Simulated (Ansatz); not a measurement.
In doubt: masses and optical values from hybrid runs of this build are listed as unsure (in some of the runs), which bears on the screening that GW takes from such a start.

CsHS (I4/m), computed twice by G0W0.

```yaml
crystal:
  lattice:
    - [-4.15496, 4.15496, 4.58144]
    - [4.15496, -4.15496, 4.58144]
    - [4.15496, 4.15496, -4.58144]
  atoms:
    - { symbol: Cs, position: [0.25000, 0.75000, 0.50000] }
    - { symbol: Cs, position: [0.26721, 0.26721, 0.00000] }
    - { symbol: Cs, position: [0.73279, 0.73279, 0.00000] }
    - { symbol: Cs, position: [0.75000, 0.25000, 0.50000] }
    - { symbol: H, position: [0.08608, 0.24184, 0.32792] }
    - { symbol: H, position: [0.24184, 0.91392, 0.15576] }
    - { symbol: H, position: [0.75816, 0.08608, 0.84424] }
    - { symbol: H, position: [0.91392, 0.75816, 0.67208] }
    - { symbol: S, position: [0.24180, 0.75132, 0.99312] }
    - { symbol: S, position: [0.24868, 0.24180, 0.49048] }
    - { symbol: S, position: [0.75132, 0.75820, 0.50952] }
    - { symbol: S, position: [0.75820, 0.24868, 0.00688] }
```

The cell and positions are those that the Materials Project relaxed with its own functionals (PBE, PBE+U or r2SCAN), kept fixed. Spin-orbit coupling is left out unless a run names it.

The first (Ansatz 0.2.0; start PBE, 2×2×2 mesh, 1064 empty bands, screening to 130 eV, PAW set soft_1 files; 1 × NVIDIA H100 80GB HBM3 (shared by 6 runs) with 2 threads of AMD EPYC 7R13 (Zen 3), shared host) gave, on its mesh: starting gap 3.50 eV, G0W0 gap 5.44 eV, RPA ε∞ (mean) 3.35, 39 s.

The second changes start from PBE to Hartree-Fock. What does it give?

It gave: starting gap 11.07 eV, G0W0 gap 7.72 eV, RPA ε∞ (mean) 1.95, 1.7 min. The G0W0 gap moves by +2.28 eV, +7.58 eV from the start and −5.30 eV from the correction.

Limits: not at the basis limit; no spin-orbit coupling; coarse k mesh.

[Paths, hosts, dates, memory and timing lines, banners, echoed tables and standing remarks are left out of the program output.]

[Logs are printed without paths, hosts, clocks, repeated set-up lines and the standing remarks that a program may print on its own settings, such as how far it seeks lower states.]

[Runs of the session that timed out or met a known fault of the program may be left out.]

[Cells called generated may have been cut or substituted from an entry of the Crystallography Open Database or the Materials Project.]

[Hosts, paths, dates, database ids (printed as entryN), source tags and the programs' standing remarks are cut or masked in the printed files.]
